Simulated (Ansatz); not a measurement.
# How the geometry moves the gap of CsCu2I3 (Cmcm)

Aim: gaps of CsCu2I3 (Cmcm) at the database cell and after a full relaxation.

Calculated with Ansatz 0.2.0; r2SCAN, HSE06 and G0W0, plane waves, PAW.

Report form: inputs, costs, results and the conclusion, without the logs.

The database entry behind the starting cell differs from other determinations, so it need not match the best structure at room temperature.

In doubt: GW on d or f shells is unreliable with these PAW files (steps 6, 7), so the values of those runs are not to be relied on.

## 1. The system as given

The structure is orthorhombic, space group Cmcm (No. 63). Conventional cell: a = 10.548 Å, b = 13.172 Å, c = 6.097 Å, α = 90.00°, β = 90.00°, γ = 90.00°. Nearest to Cs lie 10 I at 3.88 to 4.47 Å. Nearest to Cu lie 4 I at 2.60 to 2.70 Å. I has 4 Cu at 2.70 Å and 2 Cs at 4.09 Å nearest. Nearest to I lie 2 Cu at 2.60 Å and 4 Cs at 3.88 to 4.47 Å. Farther neighbours, and contacts between anions beyond the nearest, are not listed.

The cell and positions come from the Crystallography Open Database and are kept as given unless a step says otherwise. The default PAW set here is soft_2. Its files were made with PBE.

## 2. r2SCAN bands at the given cell

The cheap functional maps the bands first; the places of the edges decide which points the dearer methods must see.

This step: DFT, r2SCAN, plane waves, PAW.

Input file input.yaml:

```yaml
crystal:
  lattice:
    - [5.27395, -6.58625, 0.0]
    - [5.27395, 6.58625, 0.0]
    - [0.0, 0.0, 6.09718]
  atoms:
    - { symbol: Cs, position: [0.3278, 0.6722, 0.25] }
    - { symbol: Cs, position: [0.6722, 0.3278, 0.75] }
    - { symbol: Cu, position: [0.851, 0.851, 0.0] }
    - { symbol: Cu, position: [0.149, 0.149, 0.5] }
    - { symbol: Cu, position: [0.149, 0.149, 0.0] }
    - { symbol: Cu, position: [0.851, 0.851, 0.5] }
    - { symbol: I, position: [0.8796, 0.1204, 0.25] }
    - { symbol: I, position: [0.1204, 0.8796, 0.75] }
    - { symbol: I, position: [0.836, 0.598, 0.25] }
    - { symbol: I, position: [0.164, 0.402, 0.75] }
    - { symbol: I, position: [0.598, 0.836, 0.75] }
    - { symbol: I, position: [0.402, 0.164, 0.25] }
kpoints:
  mp_grid: { grid: [4, 4, 4] }
  band_path:
    path:
      - [[0.0, 0.0, 0.0], [-0.5, 0.5, 0.0], [-0.41030077, 0.58969923, 0.0]]
      - [[0.41030077, 0.41030077, 0.0], [0.0, 0.0, 0.0], [0.0, 0.0, 0.5], [0.41030077, 0.41030077, 0.5]]
      - [[-0.41030077, 0.58969923, 0.5], [-0.5, 0.5, 0.5], [-0.5, 0.5, 0.0]]
      - [[0.0, 0.0, 0.0], [0.0, 0.5, 0.0], [0.0, 0.5, 0.5], [0.0, 0.0, 0.5], [-0.5, 0.5, 0.5]]
    npoints: 10
hamiltonian:
  xc: r2scan
scf:
  occupations: { method: fermi_dirac, width: 0.02 }
  n_extra_bands: 8
output:
  eigenvalues: true
  forces: true
  stress: true
```

Run with:

```console
> ansatz run input.yaml --threads 24 --pin off --max-ram 82944MiB --backend cuda --events-out ev --progress --plain --runs-dir out --devices 1 --max-vram 78GiB
```

It took 4.2 s on 1 × NVIDIA GB200 (shared by 2 runs) with 24 threads of Arm Neoverse V2, shared host; peak memory 1.6 GiB.

This step gave:

| Quantity | Value |
| --- | --- |
| pressure | -0.1026 GPa |
| filled bands | 98 |
| gap | 2.497 eV |
| valence top at | Γ |
| conduction bottom at | Γ |
| least direct gap | 2.497 eV |

The gap is direct, at Γ.

## 3. Relaxing cell and ions

A relaxation comes first: leftover forces or stress would pass straight into the levels.

input.yaml, the sections that differ from step 2:

```yaml
kpoints:
  mp_grid: { grid: [4, 4, 4] }
scf:
  occupations: { method: fermi_dirac, width: 0.02 }
relax:
  f_tol: 0.01
  max_steps: 60
  cell: {}
# crystal, hamiltonian: as in step 2
# output: removed
```

The job ended after 14 s (1 × NVIDIA GB200 (shared by 2 runs) with 24 threads; peak memory 1.1 GiB; 93 s of CPU time).

Relaxation path:

```csv
step,energy less that of the first step (eV),largest force component (eV/Å),pressure (GPa),volume (Å³)
1,0.0000,0.1776,-0.10,423.58
2,-0.0243,0.0914,0.25,424.40
3,-0.0434,0.0910,0.18,425.80
4,-0.0259,0.1809,0.10,430.37
5,-0.0580,0.0503,-0.05,428.96
6,-0.0725,0.0435,-0.03,428.72
7,-0.0503,0.2612,0.15,427.80
8,-0.0838,0.0165,-0.07,429.76
9,-0.0844,0.0272,0.05,428.34
10,-0.0863,0.0028,0.00,428.65
11,-0.0863,0.0054,0.00,428.97
12,-0.0882,0.0054,0.00,428.97
```

Relaxation steps 4, 7 were tried and not accepted.

Forces are held to the 8 operations that the program found; a distortion that breaks them can't arise in this run.

```csv
"conventional cell, symmetrised",before,after,change
a (Å),10.548,10.155,-3.7 %
b (Å),13.172,13.409,+1.8 %
c (Å),6.097,6.300,+3.3 %
volume (Å³/atom),35.30,35.75,+1.3 %
```

The atoms that moved most (Å, as changes of fractional coordinates times the final cell):

| atom | dx | dy | dz | length |
| --- | --- | --- | --- | --- |
| Cu3 | 0.211 | 0.000 | 0.000 | 0.211 |
| Cu6 | 0.211 | 0.000 | 0.000 | 0.211 |
| Cu4 | -0.211 | 0.000 | 0.000 | 0.211 |
| Cu5 | -0.211 | 0.000 | 0.000 | 0.211 |
| I10 | -0.074 | -0.094 | 0.000 | 0.120 |
| I12 | -0.074 | 0.094 | 0.000 | 0.120 |
| I11 | 0.074 | -0.094 | 0.000 | 0.120 |
| I9 | 0.074 | 0.094 | 0.000 | 0.120 |

The relaxed structure:

```cif
data_structure
_symmetry_space_group_name_H-M 'P 1'
_symmetry_Int_Tables_number 1
_cell_length_a 8.4103
_cell_length_b 8.4103
_cell_length_c 6.3003
_cell_angle_alpha 90.000
_cell_angle_beta 90.000
_cell_angle_gamma 105.726
_cell_volume 428.97
loop_
_atom_site_label
_atom_site_type_symbol
_atom_site_fract_x
_atom_site_fract_y
_atom_site_fract_z
_atom_site_occupancy
Cs1 Cs 0.33595 0.66405 0.25000 1
Cs2 Cs 0.66405 0.33595 0.75000 1
Cu3 Cu 0.87178 0.87178 0.00000 1
Cu4 Cu 0.12822 0.12822 0.50000 1
Cu5 Cu 0.12822 0.12822 0.00000 1
Cu6 Cu 0.87178 0.87178 0.50000 1
I7 I 0.87405 0.12595 0.25000 1
I8 I 0.12595 0.87405 0.75000 1
I9 I 0.83627 0.61234 0.25000 1
I10 I 0.16373 0.38766 0.75000 1
I11 I 0.61234 0.83627 0.75000 1
I12 I 0.38766 0.16373 0.25000 1
```

## 4. r2SCAN at the relaxed cell

Input file input.yaml:

```yaml
crystal:
  lattice:
    - [5.0775193975, -6.7046829553, 0.0]
    - [5.0775193975, 6.7046829553, 0.0]
    - [0.0, 0.0, 6.3003482344]
  atoms:
    - { symbol: Cs, position: [0.3359514477, 0.6640485523, 0.25] }
    - { symbol: Cs, position: [0.6640485523, 0.3359514477, 0.75] }
    - { symbol: Cu, position: [0.871775746, 0.871775746, 0.0] }
    - { symbol: Cu, position: [0.128224254, 0.128224254, 0.5] }
    - { symbol: Cu, position: [0.128224254, 0.128224254, 0.0] }
    - { symbol: Cu, position: [0.871775746, 0.871775746, 0.5] }
    - { symbol: I, position: [0.8740507806, 0.1259492194, 0.25] }
    - { symbol: I, position: [0.1259492194, 0.8740507806, 0.75] }
    - { symbol: I, position: [0.836268303, 0.6123424908, 0.25] }
    - { symbol: I, position: [0.163731697, 0.3876575092, 0.75] }
    - { symbol: I, position: [0.6123424908, 0.836268303, 0.75] }
    - { symbol: I, position: [0.3876575092, 0.163731697, 0.25] }
kpoints:
  mp_grid: { grid: [4, 4, 4] }
  band_path:
    path:
      - [[0.0, 0.0, 0.0], [-0.5, 0.5, 0.0], [-0.41030077, 0.58969923, 0.0]]
      - [[0.41030077, 0.41030077, 0.0], [0.0, 0.0, 0.0], [0.0, 0.0, 0.5], [0.41030077, 0.41030077, 0.5]]
      - [[-0.41030077, 0.58969923, 0.5], [-0.5, 0.5, 0.5], [-0.5, 0.5, 0.0]]
      - [[0.0, 0.0, 0.0], [0.0, 0.5, 0.0], [0.0, 0.5, 0.5], [0.0, 0.0, 0.5], [-0.5, 0.5, 0.5]]
    npoints: 10
hamiltonian:
  xc: r2scan
scf:
  occupations: { method: fermi_dirac, width: 0.02 }
  n_extra_bands: 8
output:
  eigenvalues: true
  forces: true
  stress: true
```

Elapsed: 6.4 s, on 1 × NVIDIA GB200 (shared by 2 runs) with 24 threads; peak memory 1.6 GiB.

This step gave:

```
pressure             : 0.004771 GPa
gap                  : 2.358 eV
valence top at       : Γ
conduction bottom at : Γ
least direct gap     : 2.358 eV
```

The gap is direct, at Γ.

## 5. HSE06 at the relaxed cell

HSE06 mixes in a quarter of exact exchange at short range. Exchange couples all pairs of k points, which makes a full band path dear, so levels are read on the mesh and at chosen points.

This step: DFT, HSE06, plane waves, PAW.

Changes to input.yaml since step 4:

```diff
@@ -19,14 +19,18 @@
 kpoints:
-  mp_grid: { grid: [4, 4, 4] }
+  mp_grid: { grid: [2, 2, 2] }
   band_path:
     path:
-      - [[0.0, 0.0, 0.0], [-0.5, 0.5, 0.0], [-0.41030077, 0.58969923, 0.0]]
-      - [[0.41030077, 0.41030077, 0.0], [0.0, 0.0, 0.0], [0.0, 0.0, 0.5], [0.41030077, 0.41030077, 0.5]]
-      - [[-0.41030077, 0.58969923, 0.5], [-0.5, 0.5, 0.5], [-0.5, 0.5, 0.0]]
-      - [[0.0, 0.0, 0.0], [0.0, 0.5, 0.0], [0.0, 0.5, 0.5], [0.0, 0.0, 0.5], [-0.5, 0.5, 0.5]]
-    npoints: 10
+      - [0.0, 0.0, 0.0]
+      - [-0.5, 0.5, 0.0]
+      - [-0.41030077, 0.58969923, 0.0]
+      - [0.41030077, 0.41030077, 0.0]
+      - [0.0, 0.0, 0.5]
+      - [0.41030077, 0.41030077, 0.5]
+      - [-0.41030077, 0.58969923, 0.5]
+      - [-0.5, 0.5, 0.5]
+    npoints: 1
 hamiltonian:
-  xc: r2scan
+  xc: hse06
 scf:
-  occupations: { method: fermi_dirac, width: 0.02 }
+  occupations: { method: fixed }
   n_extra_bands: 8
@@ -34,3 +38 @@
   eigenvalues: true
-  forces: true
-  stress: true
```

Elapsed: 11 s, on 1 × NVIDIA GB200 (shared by 2 runs) with 24 threads; peak memory 1.7 GiB.

Numbers from this step:

| Item | Value |
| --- | --- |
| gap | 3.216 eV |
| valence top at | Γ |
| conduction bottom at | Γ |
| least direct gap | 3.216 eV |

The gap stands +0.86 eV against r2SCAN.

## 6. G0W0 at the relaxed cell

Now the one-shot GW correction: screening in the RPA, then the self-energy of the levels asked for.

This step: G0W0 on r2SCAN, plane waves, PAW.

Changes to input.yaml since step 5:

```diff
@@ -20,19 +20,11 @@
   mp_grid: { grid: [2, 2, 2] }
-  band_path:
-    path:
-      - [0.0, 0.0, 0.0]
-      - [-0.5, 0.5, 0.0]
-      - [-0.41030077, 0.58969923, 0.0]
-      - [0.41030077, 0.41030077, 0.0]
-      - [0.0, 0.0, 0.5]
-      - [0.41030077, 0.41030077, 0.5]
-      - [-0.41030077, 0.58969923, 0.5]
-      - [-0.5, 0.5, 0.5]
-    npoints: 1
 hamiltonian:
-  xc: hse06
+  xc: r2scan
 scf:
   occupations: { method: fixed }
-  n_extra_bands: 8
-output:
-  eigenvalues: true
+gw:
+  n_empty_bands: 452
+  ecut_chi: 60
+  qp_bands: [v4, c4]
+  qp_kpoints: band_edges
+  screening: { model: contour_deformation }
```

Wall time 7.3 s (1 × NVIDIA GB200 (shared by 2 runs) with 24 threads); peak memory 3.1 GiB.

This step gave:

```yaml
bands_summed: 550
rpa_eps_infinity_on_this_mesh_eigenvalues: 3.675, 3.721, 3.953
plane_waves_in_the_screening_matrix: 465
g0w0_gap_on_the_mesh: 3.488 eV
k_of_the_valence_top: 0, 0, 0
k_of_the_conduction_bottom: 0, 0, 0
starting_gap_on_the_mesh: 2.358 eV
least_direct_g0w0_gap_on_the_computed_points: 3.488 eV
```

The gap on the mesh goes from 2.36 eV to 3.49 eV, a correction of +1.13 eV. Between the two edge states, bare exchange in place of the xc potential would open the gap by 9.42 eV, and correlation takes back 8.29 eV.

## 7. G0W0 at the given cell

Input file input.yaml:

```yaml
crystal:
  lattice:
    - [5.27395, -6.58625, 0.0]
    - [5.27395, 6.58625, 0.0]
    - [0.0, 0.0, 6.09718]
  atoms:
    - { symbol: Cs, position: [0.3278, 0.6722, 0.25] }
    - { symbol: Cs, position: [0.6722, 0.3278, 0.75] }
    - { symbol: Cu, position: [0.851, 0.851, 0.0] }
    - { symbol: Cu, position: [0.149, 0.149, 0.5] }
    - { symbol: Cu, position: [0.149, 0.149, 0.0] }
    - { symbol: Cu, position: [0.851, 0.851, 0.5] }
    - { symbol: I, position: [0.8796, 0.1204, 0.25] }
    - { symbol: I, position: [0.1204, 0.8796, 0.75] }
    - { symbol: I, position: [0.836, 0.598, 0.25] }
    - { symbol: I, position: [0.164, 0.402, 0.75] }
    - { symbol: I, position: [0.598, 0.836, 0.75] }
    - { symbol: I, position: [0.402, 0.164, 0.25] }
kpoints:
  mp_grid: { grid: [2, 2, 2] }
hamiltonian:
  xc: r2scan
scf:
  occupations: { method: fixed }
gw:
  n_empty_bands: 447
  ecut_chi: 60
  qp_bands: [v4, c4]
  qp_kpoints: band_edges
  screening: { model: contour_deformation }
```

Run time: 8.5 s. Hardware: 1 × NVIDIA GB200 (shared by 2 runs) with 24 threads; peak memory 3.1 GiB; 26 s of CPU time.

This step gave:

* bands summed: 545
* RPA ε∞ on this mesh (eigenvalues): 3.807, 3.884, 3.940
* plane waves in the screening matrix: 461
* G0W0 gap on the mesh: 3.629 eV
* k of the valence top: 0, 0, 0
* k of the conduction bottom: 0, 0, 0
* starting gap on the mesh: 2.496 eV
* least direct G0W0 gap on the computed points: 3.629 eV

The gap on the mesh goes from 2.50 eV to 3.63 eV, a correction of +1.13 eV. Between the two edge states, bare exchange in place of the xc potential would open the gap by 9.65 eV, and correlation takes back 8.52 eV.

## 8. Together

G0W0 rows are gaps on the mesh, lowered where the mesh misses an edge of the band path.

```csv
level,given cell (eV),relaxed cell (eV),change (eV)
r2SCAN,2.50,2.36,−0.14
HSE06,-,3.22,-
G0W0@r2SCAN,3.63,3.49,−0.14
```

## 9. Results

| Quantity | Value |
| --- | --- |
| volume change | +1.3 % |
| r2SCAN, given cell | 2.50 eV |
| r2SCAN, relaxed cell | 2.36 eV |
| HSE06, relaxed cell | 3.22 eV |
| G0W0@r2SCAN, relaxed cell | 3.49 eV |
| G0W0@r2SCAN, given cell | 3.63 eV |
| known limits | short of the basis limit; d shell near the gap, gap tends to lie low; no spin-orbit coupling; coarse k mesh |

What this shows: Relaxation changes the volume by +1.3 % and the gap by −0.14 eV (r2SCAN) and −0.14 eV (G0W0@r2SCAN). Bands and cutoff are finite, so the gap stands short of the basis limit, usually by up to a few tenths of an eV; the mesh is an error of its own. The 2×2×2 mesh is coarse for this cell (its supercell is 12 Å along the shortest edge). The RPA ε∞ on it, from the r2SCAN start, is 3.81, 3.88 and 3.94; such meshes misread the long-range screening, most where the gap is narrow. A d shell, filled or nearly so, lies near the gap. One-shot GW converges very slowly in bands there, not always from below, and on a semilocal start the gap tends to come out low; starts rich in exact exchange can overshoot instead. The many-body steps are scalar-relativistic: spin-orbit coupling is not in them.

[Long decimals in the printed logs are rounded to 6 places.]

[Logs are printed without paths, hosts, clocks, repeated set-up lines and the standing remarks that a program may print on its own settings, such as how far it seeks lower states.]

[Paths, hosts, dates, memory and timing lines, banners, echoed tables and standing remarks are left out of the program output; an Ansatz launch command may be rebuilt from the run's recorded settings. Measured values are a selection of at most five: reports struck by readers or far from the other reports are left out. None is set beside runs whose start may be inverted or whose files or cutoffs have a known fault.]

[Runs of the session that timed out or met a known fault of the program may be left out.]

[Cells called generated may have been cut or substituted from an entry of the Crystallography Open Database or the Materials Project.]

[Hosts, paths, dates, database ids (printed as entryN), source tags and the programs' standing remarks are cut or masked in the printed files.]

[Where the starting crystal was built by hand or by swapping elements, it need not be the compound's stable phase.]
